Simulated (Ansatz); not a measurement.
**KF (Carobbiite, Fm-3m): from the cell to its phonons**

Aim: the vibrations of KF (Carobbiite, Fm-3m), their spectra, and whether the structure is stable.

Main program and level: Ansatz 0.2.0; DFT LDA, scalar-relativistic, plane waves, PAW; PAW set soft_1.

Report form: the programs' logs are mostly left out.

**1. Starting point**

Symmetry: Fm-3m, No. 225, cubic system. Conventional cell: a = 5.344 Å, b = 5.344 Å, c = 5.344 Å, α = 90.00°, β = 90.00°, γ = 90.00°. Nearest to K lie 6 F at 2.67 Å. Nearest to F lie 6 K at 2.67 Å. Farther neighbours and most contacts between anions are not listed.

**2. Bringing the structure to rest**

The cell and atoms are relaxed, since residual forces and stress would shift the frequencies.

File input.yaml:

```yaml
crystal:
  lattice:
    - [0.0, 2.67185, 2.67185]
    - [2.67185, 0.0, 2.67185]
    - [2.67185, 2.67185, 0.0]
  atoms:
    - { symbol: K, position: [0.0, 0.0, 0.0] }
    - { symbol: F, position: [0.5, 0.5, 0.5] }
kpoints:
  mp_grid: { grid: [8, 8, 8] }
hamiltonian:
  xc: lda
  pseudopotentials: { kind: paw, azcp: { folder: soft_1 }, xc_functional: pbe }
scf:
  occupations: { method: gaussian, width: 0.02 }
output:
  forces: true
  stress: true
  eigenvalues: true
relax:
  adjacent_minimum: "off"
  f_tol: 0.005
  max_steps: 80
  cell: { stress_tol: 0.05 }
```

The run is started by

```sh
> ansatz run input.yaml --threads 4 --pin off --max-ram 10240MiB --backend cpu --events-out ev --progress --plain --runs-dir out
```

Wall time 1.9 s (4 threads of Arm Neoverse V2, shared host); peak memory 0.28 GiB; 5.7 s of CPU time.

Step by step:

```
step  energy less that of the first step (eV)  largest force component (eV/Å)  pressure (GPa)  volume (Å³)
   1                                   0.0000                          0.0000           -3.50        38.15
   2                                  -0.0492                          0.0000            0.37        34.28
   3                                  -0.0488                          0.0000           -0.06        34.62
   4                                  -0.0489                          0.0000            0.00        34.57
  5*                                  -0.0452                          0.0000           -0.23        34.57
   6                                  -0.0457                          0.0000            0.01        34.39
  7*                                  -0.0454                          0.0000            0.00        34.39
```

Relaxation steps marked * repeat the geometry before them on a plane-wave basis chosen anew for their cell, so energy and pressure can jump there.

Forces are held to the 48 operations that the run works with; a distortion that breaks them can't arise in this run.

```
conventional cell, symmetrised  before  after  change
                         a (Å)   5.344  5.162  -3.4 %
                         b (Å)   5.344  5.162  -3.4 %
                         c (Å)   5.344  5.162  -3.4 %
              volume (Å³/atom)   19.07  17.19  -9.9 %
```

The relaxed structure:

```cif
data_structure
_symmetry_space_group_name_H-M 'P 1'
_symmetry_Int_Tables_number 1
_cell_length_a 3.6501
_cell_length_b 3.6501
_cell_length_c 3.6501
_cell_angle_alpha 60.000
_cell_angle_beta 60.000
_cell_angle_gamma 60.000
_cell_volume 34.39
loop_
_atom_site_label
_atom_site_type_symbol
_atom_site_fract_x
_atom_site_fract_y
_atom_site_fract_z
_atom_site_occupancy
K1 K 0.00000 0.00000 0.00000 1
F2 F 0.50000 0.50000 0.50000 1
```

This step gave:

```yaml
pressure: 9.19e-4 GPa
gap_on_the_k_mesh: 6.366 eV
volume_per_atom: 17.19 Å³
direct_gap_on_mesh: 6.366 eV
```

In this step the volume went from 19.07 to 17.19 Å³/atom.

**3. Relaxation**

The relaxation is repeated from its end on the same settings, as a check that it has come to rest.

input.yaml, the sections that differ from step 2:

```yaml
crystal:
  lattice:
    - [0.0, 2.5810340228, 2.5810340228]
    - [2.5810340228, 0.0, 2.5810340228]
    - [2.5810340228, 2.5810340228, 0.0]
  atoms:
    - { symbol: K, position: [0.0, 0.0, 0.0] }
    - { symbol: F, position: [0.5, 0.5, 0.5] }
output:
  forces: true
  stress: true
  eigenvalues: true
  write_density: true
  write_potential: true
  elf: true
  volumetric_format: npy
# kpoints, hamiltonian, scf, relax: as in step 2
```

Wall time 0.64 s (4 threads); peak memory 0.27 GiB; 1.8 s of CPU time.

Little changed from the start: no atom moved by 0.005 Å and no cell edge by 0.1 %.

This step gave:

| Quantity | Value |
| --- | --- |
| pressure | 9.13e-4 GPa |

In this step the volume went from 17.19 to 17.19 Å³/atom.

**4. Tight relaxation**

Phonons need a cell at rest on their own settings, so the relaxation is repeated with tight tolerances on forces and stress, using the mesh and the filling of the phonon run that follows.

input.yaml, the sections that differ from step 3:

```yaml
scf:
  occupations: { method: fixed }
output:
  forces: true
  stress: true
  eigenvalues: true
relax:
  adjacent_minimum: "off"
  f_tol: 0.001
  max_steps: 60
  cell: { stress_tol: 0.01 }
# crystal, kpoints, hamiltonian: as in step 3
```

Run time: 0.6 s. Hardware: 4 threads; peak memory 0.27 GiB.

Little changed from the start: no atom moved by 0.005 Å and no cell edge by 0.1 %.

This step gave:

| Property | Result |
| --- | --- |
| pressure | 9.20e-4 GPa |

The forces vanish by symmetry and the pressure is 0.001 GPa, within the tolerances set. The cell now holds 17.19 Å³/atom.

**5. Modes at Γ**

The zone centre comes first: it holds the modes that light can see, as far as symmetry allows. The response to a homogeneous field gives the Born charges and the dielectric tensor, and its change with displacement the Raman tensors.

input.yaml, the sections that differ from step 4:

```yaml
output:
  eigenvalues: true
phonons:
  method: dfpt
  dielectric: true
  rigid_motions: translations
  raman: true
# crystal, kpoints, hamiltonian, scf: as in step 4
# relax: removed
```

Wall time 23 s (4 threads); peak memory 0.54 GiB; 89 s of CPU time.

This step gave:

```
sum-rule residual before enforcement                    : 4.53e-5 eV/Å²
miss of the charge sum rule                             : 1.25e-6 e
point group                                             : m-3m
highest optical mode at the zone centre (no LO-TO term) : 210.7 cm⁻¹
lowest optical zone-centre mode                         : 210.7 cm⁻¹
mean high-frequency dielectric constant                 : 2.097
largest Born charge (third of the trace)                : 1.150 e
mean static dielectric constant                         : 5.430
top of the zone-centre spectrum with the field          : 339.0 cm⁻¹
```

Without the LO-TO term. Patterns of degenerate modes are one choice out of their space. The modes at Γ (shares of kinetic energy by element, %):

```
mode  frequency (cm⁻¹)  symmetry  K %  F %
   1               0.0  acoustic   67   33
   2               0.0  acoustic   67   33
   3               0.0  acoustic   67   33
   4             210.7       T1u   33   67
   5             210.7       T1u   33   67
   6             210.7       T1u   33   67
```

Displacements in mode 6 (210.7 cm⁻¹), the largest set to 1:
```
K1   0.00  0.00 -0.49
F2   0.00  0.00  1.00
```

Optical modes at the zone centre, without and with the macroscopic field of the longitudinal modes; each column is sorted by frequency, so a row need not hold one and the same mode. Modes with and without the field, by row:

```
rank among optical modes  no field (cm⁻¹)  q along (1, 0, 0) (cm⁻¹)
                       1            210.7                     210.7
                       2            210.7                     210.7
                       3            210.7                       339
```

Born charge (rows field, columns displacement) (e), principal values of the symmetric part by kind of site:

```
atom  atoms with these values    low  middle   high   mean
  K1                        1   1.15    1.15   1.15   1.15
  F2                        1  -1.15   -1.15  -1.15  -1.15
```

In full for F2:

```
-1.15  0.00  0.00
 0.00 -1.15  0.00
 0.00  0.00 -1.15
```

High-frequency dielectric tensor:

```
2.10 0.00 0.00
0.00 2.10 0.00
0.00 0.00 2.10
```

Static dielectric tensor (ions relaxed, fixed cell):

```
5.43 0.00 0.00
0.00 5.43 0.00
0.00 0.00 5.43
```

Transverse modes. Lines of the infrared spectrum (strongest = 100):

```
position (cm⁻¹)  label  relative intensity
            211    T1u                 100
```

Before it was imposed, the acoustic sum rule was missed by 4.5e-5 eV/Å² and the charge sum rule by 1.3e-6 e. Small misses are needed for a sound result but don't prove that mesh and cutoff are converged. The lowest optical mode is real, 211 cm⁻¹.

**6. Response at finite wavevector**

Stability and thermal properties need the whole zone. Linear response on a 4×4×4 q mesh gives force constants as far as a supercell of that size would, and the tensors from the zone-centre run are typed in so that the long-range dipole term is interpolated apart.

input.yaml, the sections that differ from step 5:

```yaml
phonons:
  method: dfpt
  qmesh: [4, 4, 4]
  temperatures: { t_max: 1000, t_step: 50 }
  qpath:
    path:
      - [[0.0, 0.0, 0.0], [0.5, 0.0, 0.5], [0.625, 0.25, 0.625]]
      - [[0.375, 0.375, 0.75], [0.0, 0.0, 0.0], [0.5, 0.5, 0.5], [0.5, 0.25, 0.75], [0.5, 0.0, 0.5]]
    npoints: 10
  non_analytic_term:
    high_frequency_dielectric_tensor: [[2.0972, 0.0, 0.0], [0.0, 2.0972, 0.0], [0.0, 0.0, 2.0972]]
    born_effective_charges:
      - { species: K, tensor: [[1.1497, 0.0, 0.0], [0.0, 1.1497, 0.0], [0.0, 0.0, 1.1497]] }
      - { species: F, tensor: [[-1.1497, 0.0, 0.0], [0.0, -1.1497, 0.0], [0.0, 0.0, -1.1497]] }
    source: "zone-centre run at this cell"
# crystal, kpoints, hamiltonian, scf, output: as in step 5
```

The job ended after 34 s (4 threads; peak memory 0.77 GiB).

Numbers from this step:

| Quantity | Value |
| --- | --- |
| sum-rule residual before enforcement | 4.46e-5 eV/Å² |
| lowest frequency on the path | 0 cm⁻¹ |
| highest frequency on the path or at a solved wavevector | 339 cm⁻¹ |
| mean frequency | 177.8 cm⁻¹ |
| Debye temperature (second moment) | 349 K |
| logarithmic mean frequency | 166.1 cm⁻¹ |
| lowest mode on the q mesh (acoustic modes at Γ apart) | 62.72 cm⁻¹ |
| zero-point energy per atom | 33.07 meV |
| heat capacity at 300 K | 23.35 J/(mol atoms K) |
| vibrational entropy at 300 K | 31.44 J/(mol atoms K) |

Frequencies (cm⁻¹) solved at each irreducible wavevector; negative means imaginary. Frequencies by wavevector, by row:

```
q in reciprocal lattice units  star  mode 1  mode 2  mode 3  mode 4  mode 5  mode 6
                        0 0 0     1       0       0       0   210.7   210.7   210.7
                     0 0 0.25     8    86.2    86.2   127.3   204.5   204.5   317.9
                     0 0 -0.5     4   129.1   129.1   193.4   193.4   210.1   275.1
                  0 0.25 0.25     6    62.7    62.7   160.9   214.8   214.8   277.6
                  0 0.25 -0.5    24   107.3   139.3   168.2   207.5   215.7   248.3
                 0 0.25 -0.25    12   106.2     129   179.1   192.6   219.6   267.7
                  0 -0.5 -0.5     3    87.1    87.1     170   217.9   217.9   227.9
              0.25 -0.5 -0.25     6   135.7   135.7   151.6   214.7   223.4   223.4
```

Interpolated from a 4×4×4 q mesh, with the LO-TO term (at Γ the limit along the path; where Γ stands inside the path, tables give the limit on arrival). Phonon branches along the path, in cm⁻¹:

```
    point  branch 1  branch 2  branch 3  branch 4  branch 5  branch 6
        Γ         0         0         0       211       211       339
  halfway        63        63       161       215       215       278
        X        87        87       170       218       218       228
  halfway        94       109       166       215       222       227
        U       111       151       152       208       225       230
jump to K       111       151       152       208       225       230
  halfway        79       112       150       195       218       297
        Γ         0         0         0       211       211       339
  halfway        86        86       127       204       204       318
        L       129       129       193       193       210       275
  halfway       127       137       179       202       215       251
        W       136       136       152       215       223       223
  halfway       104       121       161       218       220       227
        X        87        87       170       218       218       228
```

Tetrahedra on a 24×24×24 mesh, mean over bins of 5 cm-1. Interpolated from a 4×4×4 q mesh. The phonon density of states by wavenumber; read off at these points:

wavenumber (cm⁻¹), phonon density of states (1/cm⁻¹/cell) and a bar:
```
        2     0.0000 
       18     0.0003 
       32     0.0014 
       52     0.0040 #
       68     0.0077 ##
       82     0.0141 ####
       98     0.0228 #######
      112     0.0285 #########
      128     0.0464 ###############
      132     0.0380 ############
      148     0.0089 ###
      162     0.0204 ######
      172     0.0384 ############
      178     0.0267 ########
      192     0.0162 #####
      208     0.0672 #####################
      212     0.0947 ##############################
      228     0.0231 #######
      242     0.0135 ####
      258     0.0116 ####
      272     0.0110 ###
      288     0.0070 ##
      308     0.0047 #
      322     0.0032 #
      338     0.0007
```

The partial phonon density of states has structure finer than the step of the table below, so its rows give means over 20 cm⁻¹, whole bins alone (the curve runs from -10 to 358 cm⁻¹). Peaks (cm⁻¹: height): F 214.6: 0.0645; K 128.9: 0.0393, 172.9: 0.0260, 214.6: 0.0290.

Phonopy on the run's constants, 19x19x19 mesh, Gaussian sigma 2.6 cm-1. Interpolated from a 4×4×4 q mesh. The partial phonon density of states by wavenumber; means over each step; values in 1/cm⁻¹/cell:

```
wavenumber (cm⁻¹)        F        K
                0   7.7e-6   1.5e-5
               20   1.7e-4   3.6e-4
               40   7.2e-4  0.00155
               60  0.00180  0.00404
               80  0.00402  0.00950
              100  0.00625   0.0172
              120  0.00596   0.0296
              140  0.00349   0.0218
              160  0.00438   0.0141
              180  0.00666   0.0169
              200   0.0361   0.0104
              220   0.0423   0.0180
              240   0.0134  0.00131
              260   0.0103  0.00106
              280  0.00731  0.00146
              300  0.00408  0.00137
              320  0.00240  0.00101
              340   4.9e-4   2.3e-4
```

Second derivatives of the energy by pair, one row for each kind of neighbour of each atom listed. Each entry sums the pair over the periodic images of the supercell that the q mesh stands for, and in a polar crystal it holds the long-range dipole part too. Force constants by pair, by row:

```
atom  neighbour  distance (Å)  third of the trace (eV/Å²)  along the pair's line (eV/Å²)
  K1     itself             0                       3.627                              –
  K1          F         2.581                     -0.5015                        -0.9073
  K1          K          3.65                     -0.0505                        -0.5292
  K1          F          4.47                      0.0036                         0.1892
  K1          K         5.162                     -0.0306                        -0.1685
  K1          F         5.771                      0.0185                          0.117
  K1          K         6.322                     -0.0155                        -0.0828
  K1          K           7.3                     -0.0191                         -0.098
  F2     itself             0                       3.132                              –
  F2          K         2.581                     -0.5015                        -0.9073
  F2          F          3.65                      0.0093                        -0.3074
  F2          K          4.47                      0.0036                         0.1892
  F2          F         5.162                     -0.0783                        -0.2792
  F2          K         5.771                      0.0185                          0.117
  F2          F         6.322                     -0.0116                        -0.0729
  F2          F           7.3                     -0.0154                        -0.0916
```

Harmonic thermodynamic functions per atom, from the density of states. Interpolated from a 4×4×4 q mesh. Thermodynamic functions, by row:

```
T (K)  F_vib (meV/atom)  S (J/mol-atom/K)  C_V (J/mol-atom/K)
    0             33.07                 0                   0
   50             32.75             2.293               5.679
  100             29.81             9.348               14.92
  200             13.03              22.3               21.58
  300            -15.07             31.44               23.35
  400            -51.35             38.27               24.02
  500             -93.9             43.66               24.35
  600            -141.5             48.12               24.53
  700            -193.4             51.91               24.64
  800              -249             55.21               24.71
  900            -307.7             58.12               24.76
 1000            -369.3             60.73               24.79
```

Harmonic mean-square displacement, third of the trace. Interpolated from a 4×4×4 q mesh. Mean square displacements, by row:

```
T (K)  K1 U_eq (Å²)  F2 U_eq (Å²)
    0       0.00331       0.00488
  100       0.00533       0.00667
  300       0.01345       0.01512
  600       0.02639       0.02919
```

Symmetry leaves 8 wavevectors to solve. The lowest mode among them, the acoustic zeros apart, lies at q = (0, 0.25, 0.25) and is real, 62.7 cm⁻¹.

**7. Results**

| Property | Result |
| --- | --- |
| space group after relaxation (within 0.01 Å) | Fm-3m |
| volume per atom | 17.2 Å³ |
| gap on the k-mesh | 6.37 eV |
| highest optical mode at the zone centre (no LO-TO term) | 211 cm⁻¹ |
| top of the zone-centre spectrum with the field | 339 cm⁻¹ |
| lowest optical zone-centre mode | 211 cm⁻¹ |
| mean high-frequency dielectric constant | 2.10 |
| mean static dielectric constant | 5.43 |
| largest Born charge (third of the trace) | 1.15 e |
| lowest mode on the q mesh (acoustic modes at Γ apart) | 62.7 cm⁻¹ |
| highest frequency on the path or at a solved wavevector | 339 cm⁻¹ |
| zero-point energy per atom | 33.1 meV |
| heat capacity at 300 K | 23.3 J/(mol atoms K) |
| vibrational entropy at 300 K | 31.4 J/(mol atoms K) |
| Debye temperature (second moment) | 349 K |
| imaginary modes on the 4×4×4 q mesh | none |

In words: The structure is a minimum as far as tested: no mode is imaginary at the 8 irreducible wavevectors of the 4×4×4 mesh, and the softest away from the acoustic zeros lies at 63 cm⁻¹. Without the field, the optical modes at Γ form one degenerate level at 211 cm⁻¹. The highest mode in this list at Γ, 210.7 cm⁻¹, has its largest share on F (67 % of the kinetic energy). With the macroscopic field of the longitudinal modes the top of the zone-centre spectrum lies at 339 cm⁻¹, against 211 cm⁻¹ without it. Lattice motion raises the mean dielectric constant from 2.097 to 5.430. The strongest infrared line is at 211 cm⁻¹. No mode is Raman active to first order. The PAW files were made for PBE and serve the other functionals too. These are harmonic frequencies at zero temperature: anharmonic shifts, linewidths and thermal expansion are left out.

[Logs are printed without paths, hosts, clocks, repeated set-up lines and the standing remarks that a program may print on its own settings, such as how far it seeks lower states.]

[Hosts, paths, dates, database ids (printed as entryN), source tags and the programs' standing remarks are cut or masked in the printed files.]
